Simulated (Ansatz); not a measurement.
# WSi2N4 monolayer in a perpendicular field, part 2 of 2

Aim: how the WSi2N4 monolayer screens a field along its normal, and what the field does to its bands. A positive field points along +c.

Ansatz 0.2.0; plane-wave DFT, PBE-D3(BJ), Ansatz PAW.

So far, gap on the k-mesh (eV): step 2 (relaxation) 2.43.

**3. Single point, field 0**

A sawtooth potential applies the field, turning back in the middle of the vacuum. With the dipole correction the typed value is the field outside the slab. The induced dipole is small, so the SCF threshold is tight.

The cell differs from the one that the last finished run ended in (c 45.201 → 25.077 Å).

Contents of input.yaml:

```yaml
crystal:
  lattice:
    - [2.8897842238, 0.0, 0.0]
    - [-1.4448921119, 2.5026265492, 0.0]
    - [0.0, 0.0, 25.0768677738]
  atoms:
    - { symbol: "N", position: [0.0, 0.0, 0.358896497] }
    - { symbol: Si, position: [0.3333333333, 0.6666666667, 0.3797525646] }
    - { symbol: "N", position: [0.3333333333, 0.6666666667, 0.4496046958] }
    - { symbol: W, position: [0.0, 0.0, 0.5] }
    - { symbol: "N", position: [0.3333333333, 0.6666666667, 0.5503953042] }
    - { symbol: Si, position: [0.3333333333, 0.6666666667, 0.6202474354] }
    - { symbol: "N", position: [0.0, 0.0, 0.641103503] }
kpoints:
  mp_grid: { grid: [18, 18, 1] }
  band_path:
    path: [[0, 0, 0], [0.5, 0, 0], [0.33333333, 0.33333333, 0], [0, 0, 0]]
    npoints: 16
hamiltonian:
  xc: pbe
  dispersion: d3bj
scf:
  occupations: { method: fermi_dirac, width: 0.02585 }
  convergence: { dr2_threshold: 1.0e-10 }
efield:
  axis: 3
  dipole_correction: true
  ramp_position: 0.97
  ramp_width: 0.06
  amplitude: 0
output:
  dos: { projected: true, e_range: [-6, 5] }
  write_potential: true
  write_density: true
  volumetric_format: npy
  elf: true
```

Launch:

```
> ansatz run input.yaml --threads 2 --pin off --max-ram 3072MiB --backend cpu --events-out ev --progress --plain --runs-dir out
```

Numbers of over 12 decimals in the logs are rounded to 6 here.

The log of the run:

```text
[...]
Crystal: 7 atoms, lattice volume = 181.357 Å³
Basis set: ecut = 420 eV, 3551 PW (Γ)
Bands: 28, of which v1, the nominal top of the filled ones, is band 21 counted from 1 (20 counted from 0)
Symmetry: 6 space group operations
k-points: 37 of 324 (time reversal used)
[...]
SCF iter   1: F=—  HF=-13200.590186 eV  |F-HF|=—  |Δ(HF+E_count)|=         —  Δρ=3.81e-3  dr2=1.93e-2  ethr=1.77e-3  p=0.000 e·Å  D=2.21e-15 V/Å  ΔV_dip=-0.00 eV  dr2_dipole=2.29e-9  V_vac-E_F(+/−)=3.96/3.96 eV  ⟨swp⟩=10.7  Hψ=6995  notcnv=0  defer=6
efield: sawtooth ramp at fractional position 0.9700 (set: `efield.ramp_position`, or a place that a band, a saddle search or an elastic batch's reference lends), width 0.0600; the density the first Hamiltonian is built on has a dipole p = 0.000 e·Å; the dipole correction subtracts the counter field D = 2.21e-15 V/Å, which shifts the + side's vacuum level by -0.00 eV against the − side's; the planar-averaged density in the ramp window peaks in size at 1.7e-5 e/Å³
[...]
SCF iter   2: F=—  HF=-13200.594237 eV  |F-HF|=—  |Δ(HF+E_count)|=   4.05e-3  Δρ=2.51e-3  dr2=2.10e-2  ethr=4.58e-5  p=0.000 e·Å  D=3.38e-5 V/Å  ΔV_dip=-0.00 eV  dr2_dipole=3.09e-8  V_vac-E_F(+/−)=3.87/3.87 eV  ⟨swp⟩=4.6  Hψ=2895  notcnv=0  defer=60
[...]
SCF iter  12: F=-13200.592965 eV  HF=-13200.592965 eV  |F-HF|=4.00e-11  |Δ(HF+E_count)|=  1.64e-11  Δρ=2.02e-7  dr2=9.39e-11  ethr=1.00e-12  p=-0.000 e·Å  D=-6.52e-8 V/Å  ΔV_dip=0.00 eV  dr2_dipole=4.63e-13  V_vac-E_F(+/−)=4.13/4.13 eV  ⟨swp⟩=11.9  Hψ=4229  notcnv=0
SCF 1 converged in 12 iterations: F = -13200.592965 eV  dr2 = 9.39e-11
[...]
NSCF: frozen V_eff on 49 k-points
efield: sawtooth ramp at fractional position 0.9700 (kept from the solve that this one continues, or follows in the run), width 0.0600; the density the first Hamiltonian is built on has a dipole p = -0.000 e·Å; the dipole correction subtracts the counter field D = -6.52e-8 V/Å, which shifts the + side's vacuum level by +0.00 eV against the − side's; the planar-averaged density in the ramp window peaks in size at 1.6e-6 e/Å³
[...]
SCF converged after 12 iterations
Free energy (F): -13200.592965 eV
[...]
Internal energy: -13200.592965 eV  (E = F + TS)
E sigma→0 (E₀):  -13200.592965 eV
Fermi energy:    2.924278 eV
Dipole field:    D = 0.000001 V/Å  (p = 0.000001 e·Å, saw-weighted, corrected)
Work function:   Φ+ = 4.1311 eV   Φ− = 4.1311 eV
Levels:          The Fermi level and band energies are counted from a zero that moves with the ramp; work functions are not
[...]
--- Band table (eV; the first three rows and the last of 37) ---
  k-point 0: bands = [... 17 lower, -0.8231, -0.7635, -0.7635, 1.7112, 4.8312, 4.8312, 5.4886, 5.4886, ... 3 higher]
  k-point 1: bands = [... 17 lower, -0.9745, -0.8321, -0.6309, 1.6811, 4.6984, 4.8301, 5.3467, 5.5852, ... 3 higher]
  k-point 2: bands = [... 17 lower, -1.1507, -1.0192, -0.5769, 1.5304, 4.5527, 4.8330, 5.2332, 5.8486, ... 3 higher]
  k-point 36: bands = [... 17 lower, -2.5603, -0.6403, 0.1048, 1.4060, 4.1801, 5.1775, 6.4980, 6.8747, ... 3 higher]
```

Run time: 23 s. Hardware: 2 threads of Arm Neoverse V2, shared host; peak memory 0.5 GiB; 44 s of CPU time.

The column dr2 measures how far the density is from self-consistency, as an energy; F and HF (Harris–Foulkes) agree once it is small.

Numbers from this step:

```
dipole along the normal            : 8.98e-7 e·Å
gap along the path                 : 2.433 eV
smallest direct gap along the path : 2.774 eV
ionisation energy, upper face      : 5.344 eV
electron affinity, upper face      : 2.911 eV
gap, the smaller of path and mesh  : 2.433 eV
```

Running mean over a fixed 2.6 Å (it still follows the layers) of the planar mean; the ramp of the sawtooth is left out. Electron's electrostatic potential energy less the Fermi level against z:

| z (Å) | electron's electrostatic potential energy less the Fermi level (eV) |
| --- | --- |
| 3.5 | 4.13 |
| 4.0 | 4.13 |
| 4.5 | 4.13 |
| 5.0 | 4.13 |
| 5.5 | 4.13 |
| 6.0 | 4.11 |
| 6.5 | 4.04 |
| 7.0 | 3.66 |
| 7.5 | 1.66 |
| 8.0 | -2.86 |
| 8.5 | -7.27 |
| 9.0 | -9.73 |
| 9.5 | -10.7 |
| 10.0 | -11.6 |
| 10.5 | -10.4 |
| 11.0 | -9.62 |
| 11.5 | -11.5 |
| 12.0 | -13.9 |
| 12.5 | -14.9 |
| 13.0 | -14.2 |
| 13.5 | -11.9 |
| 14.0 | -9.79 |
| 14.5 | -10.1 |
| 15.0 | -11.5 |
| 15.5 | -10.9 |
| 16.0 | -9.93 |
| 16.5 | -7.78 |
| 17.0 | -3.63 |
| 17.5 | 1.09 |
| 18.0 | 3.52 |
| 18.5 | 4.01 |
| 19.0 | 4.11 |
| 19.5 | 4.13 |
| 20.0 | 4.13 |
| 20.5 | 4.13 |
| 21.0 | 4.13 |
| 21.5 | 4.13 |
| 22.0 | 4.13 |

The density of states has structure finer than the step of the table below, so its rows give means over 0.25 eV, whole bins alone (the curve runs from -6 to 3.21 eV). Peaks (eV: height): -4.980: 6.84, -4.620: 6.41, -3.770: 10.7, -2.360: 9.86, 1.610: 16.9, 1.910: 11.2, 2.380: 7.15.

The density of states by energy, zero at the Fermi level of the run, which the smearing sets inside the gap; means over each step:

| energy (eV) | density of states (states/eV a cell) |
| --- | --- |
| -5.75 | 2.33 |
| -5.50 | 2.79 |
| -5.25 | 3.00 |
| -5.00 | 4.27 |
| -4.75 | 3.75 |
| -4.50 | 3.85 |
| -4.25 | 3.69 |
| -4.00 | 3.61 |
| -3.75 | 7.34 |
| -3.50 | 3.69 |
| -3.25 | 1.14 |
| -3.00 | 0.798 |
| -2.75 | 0.128 |
| -2.50 | 0.794 |
| -2.25 | 3.97 |
| -2.00 | 1.54 |
| -1.75 | 1.00 |
| -1.50 | 0.520 |
| -1.25 | 0.314 |
| -1.00 | 0 |
| -0.75 | 0 |
| -0.50 | 0 |
| -0.25 | 0 |
| 0.00 | 0 |
| 0.25 | 0 |
| 0.50 | 0 |
| 0.75 | 0 |
| 1.00 | 0 |
| 1.25 | 0.315 |
| 1.50 | 2.95 |
| 1.75 | 5.10 |
| 2.00 | 3.19 |
| 2.25 | 3.26 |
| 2.50 | 4.40 |
| 2.75 | 2.97 |
| 3.00 | 2.07 |

Projected DOS per atom over height of the atomic layer and energy from the Fermi level. Layers: N Si N W N Si N from below.

Values in states/eV, 22 rows by 7 columns, each cell a mean:
```
0.07 0.16 0.13 1.27 0.13 0.16 0.07
0.26 0.48 0.27 1.91 0.27 0.48 0.26
0.16 0.33 0.23 1.07 0.23 0.33 0.16
0.28 0.50 0.45 2.06 0.45 0.50 0.28
0.03 0.09 0.02 0.21 0.02 0.09 0.03
0.00 0.00 0.00 0.00 0.00 0.00 0.00
0.00 0.00 0.00 0.00 0.00 0.00 0.00
0.00 0.00 0.00 0.00 0.00 0.00 0.00
0.00 0.00 0.00 0.00 0.00 0.00 0.00
0.00 0.00 0.00 0.00 0.00 0.00 0.00
0.01 0.01 0.02 0.14 0.02 0.01 0.01
0.02 0.01 0.07 0.56 0.07 0.01 0.02
0.04 0.02 0.16 1.35 0.16 0.02 0.04
0.05 0.02 0.15 1.51 0.15 0.02 0.05
0.13 0.00 0.10 0.01 0.10 0.00 0.13
0.33 0.01 0.42 0.08 0.42 0.01 0.33
1.45 0.04 1.36 0.42 1.36 0.04 1.45
0.57 0.03 0.90 0.59 0.90 0.03 0.57
0.68 0.06 0.86 0.63 0.86 0.06 0.68
0.63 0.08 0.88 0.59 0.88 0.08 0.63
0.55 0.09 0.53 0.41 0.53 0.09 0.55
0.56 0.12 0.31 0.36 0.31 0.12 0.56
```
Columns: height of the atomic layer (Å) from 9 to 16.1 (not evenly spaced); rows upwards: energy from the Fermi level (eV) from -5.96 to 3.13.

Electronic bands along the path, in eV, zero at the Fermi level of the run, which the smearing sets inside the gap:

| point | band 18 | band 19 | band 20 | band 21 | band 22 | band 23 | band 24 | band 25 |
| --- | --- | --- | --- | --- | --- | --- | --- | --- |
| Γ | -3.75 | -3.69 | -3.69 | -1.21 | 1.91 | 1.91 | 2.56 | 2.56 |
| halfway | -4.61 | -4.18 | -3.74 | -2.21 | 1.65 | 2.09 | 2.40 | 3.78 |
| M | -3.83 | -3.80 | -3.28 | -2.35 | 1.22 | 1.54 | 3.17 | 3.34 |
| halfway | -4.48 | -3.66 | -3.22 | -1.99 | 2.04 | 2.33 | 2.64 | 3.83 |
| K | -5.48 | -3.56 | -2.82 | -1.52 | 1.26 | 2.25 | 3.57 | 3.95 |
| halfway | -4.03 | -3.88 | -3.85 | -2.34 | 1.58 | 2.58 | 2.65 | 3.97 |
| Γ | -3.75 | -3.69 | -3.69 | -1.21 | 1.91 | 1.91 | 2.56 | 2.56 |

Valence density in the ca plane at fractional y = 0.667, with atoms of Si and N within 0.2 Å of it. It is the smooth field of the valence electrons, not physical close to the nuclei.

Ten steps, logarithmic in the rise over the least value, from '0' (0.0 e/Å³) to '9' (3.4 e/Å³), each cell a mean:
```
00000000000000000013566543334567754433456653
00000000000000000013566543334567754433456654
00000000000000000013456544456666666554456653
00000000000000000012455555788765578876545543
00000000000000000012343356899865589997533442
00000000000000000012343357899865689997533442
00000000000000000012455456788765578876545543
00000000000000000013456544566666666654456653
```
Columns run along c (16.0 Å, from fractional 0.05 to 0.69 of the cell), rows up along a (2.9 Å). Atoms in or near the plane, at fractional coordinates: Si at (0.38, 0.33), N at (0.45, 0.33), N at (0.55, 0.33), Si at (0.62, 0.33).

ELF in the ca plane at fractional y = 0.667, with atoms of Si and N within 0.2 Å of it. It is the smooth field of the valence electrons, not physical close to the nuclei.

Values, 5 rows by 16 columns, each cell a mean:
```
0.00 0.00 0.00 0.00 0.00 0.01 0.23 0.64 0.58 0.11 0.15 0.38 0.15 0.11 0.58 0.64
0.00 0.00 0.00 0.00 0.00 0.01 0.14 0.59 0.58 0.33 0.44 0.25 0.44 0.33 0.58 0.59
0.00 0.00 0.00 0.00 0.00 0.00 0.04 0.28 0.24 0.74 0.64 0.27 0.64 0.74 0.24 0.28
0.00 0.00 0.00 0.00 0.00 0.00 0.03 0.19 0.21 0.78 0.51 0.31 0.51 0.78 0.21 0.19
0.00 0.00 0.00 0.00 0.00 0.00 0.10 0.51 0.50 0.50 0.62 0.21 0.62 0.50 0.50 0.51
```
Columns run along c (16.0 Å, from fractional 0.05 to 0.69 of the cell), rows up along a (2.9 Å). Atoms in or near the plane, at fractional coordinates: Si at (0.38, 0.33), N at (0.45, 0.33), N at (0.55, 0.33), Si at (0.62, 0.33).

Electrostatic potential energy in the ca plane at fractional y = 0.667, with atoms of Si and N within 0.2 Å of it. With pseudopotentials it is smooth inside the atoms' cores, unlike the true potential.

Ten even steps from '0' (-57 eV) to '9' (7 eV), each cell a mean:
```
99999999999999999999988889999865578999988899
99999999999999999999988889999864578999988899
99999999999999999999987778998876788998877889
99999999999999999999863247855788875578523589
99999999999999999999740016500488850046200279
99999999999999999999730015500488850036200279
99999999999999999999862147744788874477522589
99999999999999999999987678998876788898766789
```
Columns run along c (16.0 Å, from fractional 0.05 to 0.69 of the cell; values clipped at the 3rd and 97th percentile), rows up along a (2.9 Å). Atoms in or near the plane, at fractional coordinates: Si at (0.38, 0.33), N at (0.45, 0.33), N at (0.55, 0.33), Si at (0.62, 0.33).

The gap is 2.43 eV, with the valence edge 5.34 eV and the conduction edge 2.91 eV under the upper vacuum level. Spin-orbit coupling, left out in this run, matters for the bands of elements this heavy.

**4. Atoms held, field 0.1 V/Å**

input.yaml, as its differences from that of step 3:

```diff
@@ -29,5 +29,4 @@
   ramp_width: 0.06
-  amplitude: 0
+  amplitude: 0.1
 output:
-  dos: { projected: true, e_range: [-6, 5] }
   write_potential: true
@@ -35,2 +34 @@
   volumetric_format: npy
-  elf: true
```

The log of the run:

```text
[...]
Crystal: 7 atoms, lattice volume = 181.357 Å³
Basis set: ecut = 420 eV, 3551 PW (Γ)
Bands: 28, of which v1, the nominal top of the filled ones, is band 21 counted from 1 (20 counted from 0)
Symmetry: 6 space group operations
k-points: 37 of 324 (time reversal used)
[...]
k-point 0: bands = [... 17 lower, -0.8226, -0.7637, -0.7637, 1.7110, 4.8308, 4.8308, 5.4883, 5.4883, ... 3 higher]
  k-point 1: bands = [... 17 lower, -0.9742, -0.8323, -0.6308, 1.6809, 4.6974, 4.8298, 5.3448, 5.5850, ... 3 higher]
  k-point 2: bands = [... 17 lower, -1.1502, -1.0194, -0.5768, 1.5301, 4.5515, 4.8327, 5.2322, 5.8483, ... 3 higher]
  k-point 36: bands = [... 17 lower, -2.5608, -0.6424, 0.1067, 1.4057, 4.1798, 5.1768, 6.4974, 6.8748, ... 3 higher]
[key lines of the parts left out:]
SCF converged after 17 iterations
Free energy (F): -13200.594533 eV
Fermi energy:    2.921504 eV
Dipole field:    D = 0.031279 V/Å  (p = 0.031350 e·Å, saw-weighted, corrected)
```

The job ended after 25 s (2 threads; peak memory 0.49 GiB; 50 s of CPU time).

The dipole is 0.0313 e·Å, and the gap 2.427 eV.

**5. Single point, field -0.1 V/Å**

input.yaml, as its differences from that of step 4:

```diff
@@ -29,3 +29,3 @@
   ramp_width: 0.06
-  amplitude: 0.1
+  amplitude: -0.1
 output:
```

The log of the run:

```text
[...]
Crystal: 7 atoms, lattice volume = 181.357 Å³
Basis set: ecut = 420 eV, 3551 PW (Γ)
Bands: 28, of which v1, the nominal top of the filled ones, is band 21 counted from 1 (20 counted from 0)
Symmetry: 6 space group operations
k-points: 37 of 324 (time reversal used)
[...]
k-point 0: bands = [... 17 lower, -0.8226, -0.7637, -0.7637, 1.7110, 4.8308, 4.8308, 5.4883, 5.4883, ... 3 higher]
  k-point 1: bands = [... 17 lower, -0.9742, -0.8323, -0.6308, 1.6809, 4.6974, 4.8298, 5.3448, 5.5849, ... 3 higher]
  k-point 2: bands = [... 17 lower, -1.1502, -1.0194, -0.5768, 1.5301, 4.5515, 4.8327, 5.2322, 5.8483, ... 3 higher]
  k-point 36: bands = [... 17 lower, -2.5608, -0.6424, 0.1067, 1.4057, 4.1798, 5.1768, 6.4974, 6.8747, ... 3 higher]
[key lines of the parts left out:]
SCF converged after 17 iterations
Free energy (F): -13200.594533 eV
Fermi energy:    2.921503 eV
Dipole field:    D = -0.031280 V/Å  (p = -0.031350 e·Å, saw-weighted, corrected)
```

The job ended after 25 s (2 threads; peak memory 0.49 GiB; 49 s of CPU time).

The dipole is -0.0313 e·Å, and the gap 2.427 eV.

**6. Response, atoms held**

This step: plane-wave DFT, PBE-D3(BJ), Ansatz PAW; response to a field along the normal, atoms held (Ansatz 0.2.0).

The dipoles give the slope, and the difference of two potentials shows where the field is screened.

This step gave:

* equivalent conductor thickness p/(ε₀AE): 7.844 Å
* distance between the outer atoms: 7.077 Å

Table of dipole of the cell by applied field:

| applied field (V/Å) | dipole of the cell (e·Å) |
| --- | --- |
| -0.1000 | -0.0313 |
| 0.0000 | 9.0e-7 |
| 0.1000 | 0.0313 |

Local field over the applied field, running mean. From the potentials at -0.1 and 0.1 V/Å; running mean over 2.5 Å. Table of local field over applied field by z:

| z (Å) | local field over applied field |
| --- | --- |
| 4.5 | 1.000 |
| 5.0 | 0.998 |
| 5.5 | 0.995 |
| 6.0 | 0.983 |
| 6.5 | 0.949 |
| 7.0 | 0.867 |
| 7.5 | 0.726 |
| 8.0 | 0.562 |
| 8.5 | 0.401 |
| 9.0 | 0.289 |
| 9.5 | 0.216 |
| 10.0 | 0.186 |
| 10.5 | 0.168 |
| 11.0 | 0.154 |
| 11.5 | 0.115 |
| 12.0 | 0.0838 |
| 12.5 | 0.0688 |
| 13.0 | 0.0806 |
| 13.5 | 0.109 |
| 14.0 | 0.149 |
| 14.5 | 0.166 |
| 15.0 | 0.183 |
| 15.5 | 0.209 |
| 16.0 | 0.275 |
| 16.5 | 0.381 |
| 17.0 | 0.536 |
| 17.5 | 0.702 |
| 18.0 | 0.849 |
| 18.5 | 0.940 |
| 19.0 | 0.980 |
| 19.5 | 0.994 |
| 20.0 | 0.998 |
| 20.5 | 0.999 |
| 21.0 | 1.000 |

The induced electron density oscillates, so the rows of the table below give means over windows of 0.5 Å about each position, cut where the curve ends. Its maxima inside the range that stand out by 2 % of the span (Å: e/Å³ per V/Å): 8.22: 0.00385, 9.19: 0.00125, 10.59: 0.00152, 11.28: 0.00129, 13.23: 4.1e-4, 14.07: -2.4e-4, 15.32: 0.00225, 16.16: -5.4e-4. Its minima: 8.92: 5.4e-4, 9.75: -0.00225, 11.01: 2.4e-4, 11.84: -4.1e-4, 13.79: -0.00129, 14.49: -0.00152, 15.88: -0.00125, 16.86: -0.00385.

Electrons, planar mean, per unit field. Table of induced electron density by z; means over each step:

z (Å), induced electron density (e/Å³ per V/Å) and a bar from the least value:
```
      4.5    0.00000 ###############
      5.0    0.00001 ###############
      5.5    0.00002 ###############
      6.0    0.00008 ################
      6.5    0.00025 ################
      7.0    0.00071 ##################
      7.5    0.00186 #######################
      8.0    0.00342 ##############################
      8.5    0.00254 ##########################
      9.0    0.00088 ###################
      9.5   -0.00099 ###########
     10.0   -0.00084 ############
     10.5    0.00128 #####################
     11.0    0.00065 ##################
     11.5    0.00059 ##################
     12.0   -0.00022 ##############
     12.5    0.00001 ###############
     13.0    0.00016 ################
     13.5   -0.00037 ##############
     14.0   -0.00069 ############
     14.5   -0.00129 ##########
     15.0    0.00041 #################
     15.5    0.00142 #####################
     16.0   -0.00088 ############
     16.5   -0.00209 ######
     17.0   -0.00356 
     17.5   -0.00209 ######
     18.0   -0.00085 ############
     18.5   -0.00029 ##############
     19.0   -0.00009 ###############
     19.5   -0.00003 ###############
     20.0   -0.00001 ###############
     20.5    0.00000 ###############
     21.0    0.00000 ###############
```

The smaller of the gaps on the path and on the k-mesh, counted as 0 under 0.03 eV. The gap by applied field:

| applied field (V/Å) | gap (eV) |
| --- | --- |
| -0.1000 | 2.43 |
| 0.0000 | 2.43 |
| 0.1000 | 2.43 |

By hand: between -0.1 and 0.1 V/Å the dipole changes by 0.06270 e·Å, a slope of 0.3135 e·Å²/V. A perfect conductor of thickness t has p = ε₀AEt, so t = 180.95 × 0.3135 / 7.232 = 7.84 Å (e/ε₀ = 180.95 V·Å, A in Å²).

The induced dipole is that of a conductor 7.84 Å thick.

**7. Outcome**

```
gap without field                          : 2.43 eV
ionisation energy, upper face              : 5.34 eV
electron affinity, upper face              : 2.91 eV
equivalent conductor thickness, atoms held : 7.84 Å
```

**Reading.** The induced dipole equals that of a perfect conductor 7.84 Å thick, while the outer atoms lie 7.08 Å apart; an out-of-plane ε follows only once a thickness t is chosen, by 1 − 1/ε = 7.84 Å / t. The gap stays within 0.01 eV of 2.43 eV over the fields run, up to 0.1 V/Å in size. Semilocal functionals give gaps that are too small, and excitons are not included. Spin-orbit coupling is left out, which matters for the bands of elements this heavy. The outer anions sit over the metal atoms, one of several polytypes of such layers and not the lowest for every compound.

[Logs are printed without paths, hosts, clocks, repeated set-up lines and the standing remarks that a program may print on its own settings, such as how far it seeks lower states.]

[Hosts, paths, dates, database ids (printed as entryN), source tags and the programs' standing remarks are cut or masked in the printed files.]

[Maps of the electrostatic potential energy from Ansatz leave out the sawtooth potential of an applied field or a dipole correction, so their vacuum need not be flat; planar profiles and work functions include it.]
